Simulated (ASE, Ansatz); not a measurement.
# Localised basis functions on twisted silicene bilayer, 13.17° (76 atoms), part 2 of 2

Aim: test how closely localised support functions follow the reference on twisted silicene bilayer, 13.17° (76 atoms), and at what cost. A setting counts as converged where the r.m.s. difference of forces stays under 1 % of the r.m.s. force.

Ansatz 0.2.0; Kohn-Sham DFT, PBE+D3(BJ), PAW (set soft_2), plane waves.

The cell: 76 Si. Beside vacuum, support functions can miss their usual error bounds without a warning. Sampling is at Γ alone, for a cell whose shortest periodic width is 15 Å.

So far. Step 2 (Plane-wave single point): Löwdin charges run from +0.02 to +0.09 e, about a mean that is the spilled charge alone.

### 3. Distances and neighbours (continued)

Local excerpt of 11 atoms (numbers count through the whole input) about Si64, which bears the longest force; x, y, z are measured from there.

| atom | x | y | z | distance (Å) | bonds | Löwdin charge (e) | Fx | Fy | Fz (eV/Å) |
| --- | --- | --- | --- | --- | --- | --- | --- | --- | --- |
| Si64 | 0.00 | 0.00 | 0.00 | 0.00 | 3 | 0.02 | 0.531 | 0.358 | -0.104 |
| Si45 | -1.29 | -1.77 | 0.45 | 2.24 | 3 | 0.07 | -0.308 | -0.299 | 0.196 |
| Si63 | -0.87 | 2.06 | 0.44 | 2.28 | 3 | 0.09 | -0.226 | -0.121 | 0.127 |
| Si69 | 2.25 | -0.23 | 0.46 | 2.30 | 3 | 0.07 | -0.481 | -0.302 | 0.131 |
| Si21 | -1.76 | -0.01 | -3.30 | 3.74 | 3 | 0.02 | 0.225 | 0.226 | 0.115 |
| Si56 | -3.51 | -1.53 | 0.02 | 3.83 | 3 | 0.03 | -0.005 | 0.063 | -0.125 |
| Si46 | -0.41 | -3.84 | 0.02 | 3.86 | 3 | 0.04 | -0.133 | 0.183 | -0.313 |
| Si70 | 3.12 | -2.29 | -0.01 | 3.87 | 3 | 0.04 | 0.166 | 0.123 | -0.055 |
| Si58 | -3.10 | 2.32 | 0.01 | 3.87 | 3 | 0.02 | 0.375 | -0.079 | -0.142 |
| Si66 | 0.46 | 3.85 | 0.01 | 3.87 | 3 | 0.02 | 0.099 | 0.012 | -0.140 |
| Si72 | 3.57 | 1.53 | 0.01 | 3.88 | 3 | 0.03 | 0.067 | 0.362 | -0.190 |

The column of bonds counts only the pairs Si-Si within 2.68 Å; other neighbours, such as metal atoms beside each other in a compound, aren't counted, and periodic images can show an atom twice.

### 4. Support functions medium

With localised support functions most steps grow linearly with size, though the diagonalisation grows faster unless the density matrix is cut; this run measures error and cost at this size. The level medium gives here a grid of 72×72×72 points and a radius of 4.55 Å.

This step: Kohn-Sham DFT, PBE+D3(BJ), PAW (set soft_2), localised support functions (medium) (Ansatz 0.2.0).

Contents of input.yaml:

```yaml
crystal:
  lattice:
    - [16.8253, 0.0, 0.0]
    - [-8.41265, 14.57114, 0.0]
    - [0.0, 0.0, 16.17]
  atoms:
    [... the 76 atom lines of step 2 ...]
kpoints:
  mp_grid: { grid: [1, 1, 1] }
hamiltonian:
  xc: pbe
  dispersion: d3bj
scf:
  occupations: { method: fermi_dirac, width: 0.025 }
  eigensolver: { kind: { support_functions: { accuracy: medium } } }
  mixing: { beta: 0.4 }
  max_iter: 150
output:
  forces: true
  eigenvalues: true
```

Started as:

```bash
> ansatz run input.yaml --threads 32 --pin off --max-ram 92160MiB --backend cuda --events-out ev --progress --plain --runs-dir out --max-vram 78GiB
```

Numbers of over 12 decimals in the logs are rounded to 6 here.

Output:

```text
Warning: scf.eigensolver.kind.support_functions: disabling space-group detection — the functions' gradient is summed over unrotated k-points, so no spatial operation reduces the k-mesh or symmetrises the density; time reversal is kept, so that k and −k are solved as one point where they differ and the mesh holds both, and exact exchange and, on two spinor components, a DFT+U term hold to it where the run has them: [...]
settings of this run that can trade accuracy for cost: scf.eigensolver.kind.support_functions [...]
[...]
GPU FFT provider: cuFFT
GPU libraries: cuBLAS 13.8.1, cuFFT 12.4.0, cuSOLVER 12.3.2
[...]
Crystal: 76 atoms, lattice volume = 3964.299 Å³
Basis set: ecut = 420 eV, 77455 PW (Γ), exchange–correlation on 240×240×240 points (8 copies of the dense FFT grid, shifted against one another)
Bands: 183, of which v1, the nominal top of the filled ones, is band 152 counted from 1 (151 counted from 0)
Symmetry: 1 space group operations
k-points: 1
[...]
GPU buffer pool allocated for 1728000 grid points (all kernels)
Eigensolver: Support functions (medium, 72×72×72 points, laid for a spacing of at most 0.257060 Å, radius 4.554821 Å, 100 sites without an atom, 0 species' potentials softened for the grid, 1 wholly corrected for its errors in the mean over positions, 1 with the egg-box correction, energy correction by exact trace)
[...]
SCF iter   1: F=—  HF=-48279.322080 eV  |F-HF|=—  |Δ(HF+E_count)|=         —  Δρ=2.17e-2  dr2=1.93e1  ethr=1.00e-1
[...]
SCF iter  11: F=—  HF=-48293.665295 eV  |F-HF|=—  |Δ(HF+E_count)|=   4.34e-4  Δρ=1.00e-5  dr2=7.32e-6  ethr=1.18e-8  κ⁻¹=1.9e-6(r=7)
SCF iter  12: F=-48293.665627 eV  HF=-48293.665627 eV  |F-HF|=5.63e-7  |Δ(HF+E_count)|=   3.31e-4  Δρ=3.64e-6  dr2=9.37e-7  ethr=2.41e-9
SCF 1 converged in 12 iterations: F = -48293.669774 eV  dr2 = 9.37e-7
[...]
SCF converged after 12 iterations
Stability not checked: this state was not tested for a lower state beside it, because the mixer in use, unlike msr1, does not test its closes by its own steps (another_mixer; see scf.mixing.algorithm and scf.lower_state_search)
Free energy (F): -48293.669774 eV
[...]
Internal energy: -48293.669611 eV  (E = F + TS)
E sigma→0 (E₀):  -48293.669693 eV
Entropy (-TS):   -0.000162 eV (-0.002 meV/atom)
Fermi energy:    -0.401005 eV
[...]
Σ components = -48293.669774   (vs F -48293.669774, Δ=0.00e0)
--- Forces (eV/Å), atoms counted from 1 ---
[... 76 lines of forces left out ...]
  max |Σ_I F_I| component: 5.18e-4 eV/Å
--- Band table (eV) ---
[... left out ...]
```

Elapsed: 2.3 s, on 1 × NVIDIA GB200 with 32 threads of Arm Neoverse V2, shared host; peak memory 1.4 GiB.

That memory is the host's; the program planned up to 4.1 GiB on the GPU.

The program notes that the band table was not solved further than the SCF left it and it switched symmetry off.

Keys that differ from the reference: support_functions.accuracy = "medium", scf.max_iter = 150 and scf.mixing.beta = 0.4.

Forces differ from the reference by 0.10 meV/Å r.m.s., 0.051 % of their size, well within a tolerance of 1 %; the energy by -0.26 meV/atom. The two runs also began from different starting densities, which bears on cycles and time.

### 5. What each setting buys

Differences are against the plane-wave reference (Kohn-Sham DFT, PBE+D3(BJ), PAW (set soft_2), plane waves), whose r.m.s. force component is 0.200 eV/Å. Energies are set beside the reference only for runs with its functional, potentials and electron count. Times are for 1 × NVIDIA GB200 with 32 threads of Arm Neoverse V2, shared host. The reference's time includes the DOS, which some other runs skip.

| run | Δ force, r.m.s. (meV/Å) | share of r.m.s. force (%) | Δ energy (meV/atom) | cycles | time | host memory (GiB) | planned on the GPU (GiB) |
| --- | --- | --- | --- | --- | --- | --- | --- |
| reference | - | - | - | 12 | 1.8 s | 1.3 | 6 |
| support functions medium | 0.101 | 0.0507 | -0.264 | 12 | 2.3 s | 1.4 | 4.1 |

### 6. Results

| Property | Result |
| --- | --- |
| free energy per atom | -635.4428 eV/atom |
| r.m.s. force component | 0.1996 eV/Å |
| wall time of the 2 DFT runs | 4.1 s |

In words: Against plane waves at 420 eV, the forces differ by 0.10 meV/Å (0.051 %) with support functions medium. At 76 atoms the run with support functions medium takes roughly 1.3 times the time of plane waves (whose run also made extra analyses, so the like-for-like ratio is larger), in 12 SCF cycles against 12. Differences between support functions and plane waves include what basis error the plane-wave run still has.

No gap is quoted: the bands of a honeycomb sheet meet or nearly meet at one point of the zone, so the spacing of levels depends on whether the mesh holds it and on how the neighbours disturb the sheet. With the cutoffs above, all Si atoms have 3 bonded neighbours.

What to keep in mind: The geometry was built by rule, was displaced at random and isn't relaxed at this level: its force components are 0.20 eV/Å r.m.s.

[Logs are printed without paths, hosts, clocks, repeated set-up lines and the standing remarks that a program may print on its own settings, such as how far it seeks lower states.]

[Hosts, paths, dates, database ids (printed as entryN), source tags and the programs' standing remarks are cut or masked in the printed files.]
